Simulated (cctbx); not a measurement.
# Solving a structure by charge flipping

Cell a = 5.1470 Å, b = 5.1470 Å, c = 10.2710 Å, α = 90.00°, β = 90.00°, γ = 90.00°; space group I4/mmm (no. 139); content Gd6 Pr2.

The data are simulated with cctbx, not measured: Mo Kα, λ = 0.71073 Å, to d = 0.65 Å, 70 % of the full sphere, strongest reflection 70000 counts, noise from counting, a 3 % proportional error and a noise floor of 2 counts (s.d.); no absorption.

2 earlier starts (other random phases, and plain and normalised amplitudes in turn) led nowhere (symmetry correlation 0.90 and 0.80).

Charge flipping in P1 on plain amplitudes to 0.8 Å, δ = 1 σ, 20 % of the reflections treated as weak, 600 cycles:

```text
cycle      R  skewness
    0  0.542     0.42
   50  0.259     5.30
  100  0.260     5.13
  150  0.258     5.14
  200  0.268     5.17
  250  0.258     5.10
  300  0.251     5.09
  350  0.257     5.10
  400  0.252     5.06
  450  0.254     5.16
  500  0.249     5.08
  550  0.250     5.12
origin shift          correlation  skewness
 0.233  0.249  0.368      0.799      8.01
 0.346  0.588  0.100      0.789      1.70
 0.346  0.088  0.100      0.789      1.70
 0.346  0.587  0.350      0.789      1.70
taken: symmetry correlation 0.799, skewness 8.01
peak      x       y       z  mult  height/sigma
Q1    0.0000  0.0000  0.5000    2     16.5
Q2    0.0000  0.0000  0.0000    2     15.7
Q3    0.0000  0.5000  0.2500    4     15.2
Q4    0.0992  0.2473  0.3740   32      0.9
Q5    0.2471  0.2471  0.0492   16      0.9
Q6    0.0970  0.2470  0.1268   32      0.9
Q7    0.2471  0.2471  0.2984   16      0.9
Q8    0.1241  0.3713  0.3062   32      0.6
```

The origin is taken among those within 0.04 of the best correlation, by the skewness of the map.

Run time: 0.63 s on 1 thread of Arm Neoverse N1, on a shared host, peak memory 0.07 GiB.

Q: Assign the peaks.

Heights follow Z only loosely here, so the multiplicities, which must add up to the content, decide. First model: Q1 = Gd1 (2 in the cell, height 16.5), Q2 = Pr1 (2 in the cell, height 15.7) and Q3 = Gd2 (4 in the cell, height 15.2). Against the true structure, Q1 is Gd, Q2 is Pr and Q3 is Gd; the other peaks are not atoms.

Least squares on F², isotropic:

```text
Rint 0.025, 181 unique reflections to 0.65 A
cycle     R1     wR2    GooF  max shift (A)
   1  0.1736  0.3732  17.241   0.00000
   2  0.0378  0.2088   9.644   0.00000
final R1 0.0378 wR2 0.2088 GooF 9.644  parameters 3  data/parameter 60.3
atom        x        y        z      Ueq    occ   su(xyz)  su(Uiso or U11)
Gd1    0.00000  0.00000  0.50000   0.0082  1.000  0.00000  0.0007
Pr1    0.00000  0.00000  0.00000   0.0109  1.000  0.00000  0.0007
Gd2    0.00000  0.50000  0.25000   0.0080  1.000  0.00000  0.0007
difference map: max 8.64 min -9.84 rms 0.63
Q1    0.0000  0.5000  0.2500    4    8.86  0.00 A from Gd2
Q2    0.0000  0.0945  0.5000    8    4.46  0.49 A from Gd1
Q3    0.0635  0.3319  0.2527   32    1.62  0.93 A from Gd2
Q4    0.0000  0.0941  0.0319   16    1.58  0.58 A from Pr1
Q5    0.0000  0.0000  0.4081    4    1.45  0.94 A from Gd1
```

Anisotropic refinement:

```text
Rint 0.025, 181 unique reflections to 0.65 A
cycle     R1     wR2    GooF  max shift (A)
   1  0.0380  0.2088   9.728   0.00000
   2  0.0064  0.0202   0.942   0.00000
final R1 0.0064 wR2 0.0202 GooF 0.942  parameters 6  data/parameter 30.2
atom        x        y        z      Ueq    occ   su(xyz)  su(Uiso or U11)
Gd1    0.00000  0.00000  0.50000   0.0086  1.000  0.00000  0.0001
Pr1    0.00000  0.00000  0.00000   0.0119  1.000  0.00000  0.0001
Gd2    0.00000  0.50000  0.25000   0.0071  1.000  0.00000  0.0001
difference map: max 0.46 min -0.42 rms 0.10
Q1    0.1603  0.1603  0.5000    8    0.46  1.17 A from Gd1
Q2    0.1796  0.3271  0.0878   32    0.33  2.08 A from Gd1
Q3    0.0846  0.0846  0.1131   16    0.28  1.31 A from Pr1
Q4    0.1769  0.1769  0.1553   16    0.27  2.05 A from Pr1
Q5    0.1804  0.1804  0.3385   16    0.25  2.10 A from Gd2
Q6    0.0000  0.3364  0.3712   16    0.24  1.50 A from Gd2
```

**Reading.** The refinement ends at R1 = 0.0064, wR2 = 0.0202, GooF = 0.94, with difference density between -0.42 and 0.46 e/Å³. Every site matches the true model in element, within 0.001 Å r.m.s., up to an allowed shift of origin.

True model:

| atom | mult. | x | y | z | Ueq (Å²) |
| --- | --- | --- | --- | --- | --- |
| Gd1 | 2 | 1/2 | 1/2 | 0 | 0.0085 |
| Gd2 | 4 | 1/2 | 0 | 1/4 | 0.0070 |
| Pr1 | 2 | 0 | 0 | 0 | 0.0118 |

This is a model crystal, built by substitution and not relaxed, with assumed displacement parameters.

[Middle refinement cycles are left out of these outputs.]

[Logs are printed without paths, hosts, clocks, repeated set-up lines and the standing remarks that a program may print on its own settings, such as how far it seeks lower states.]
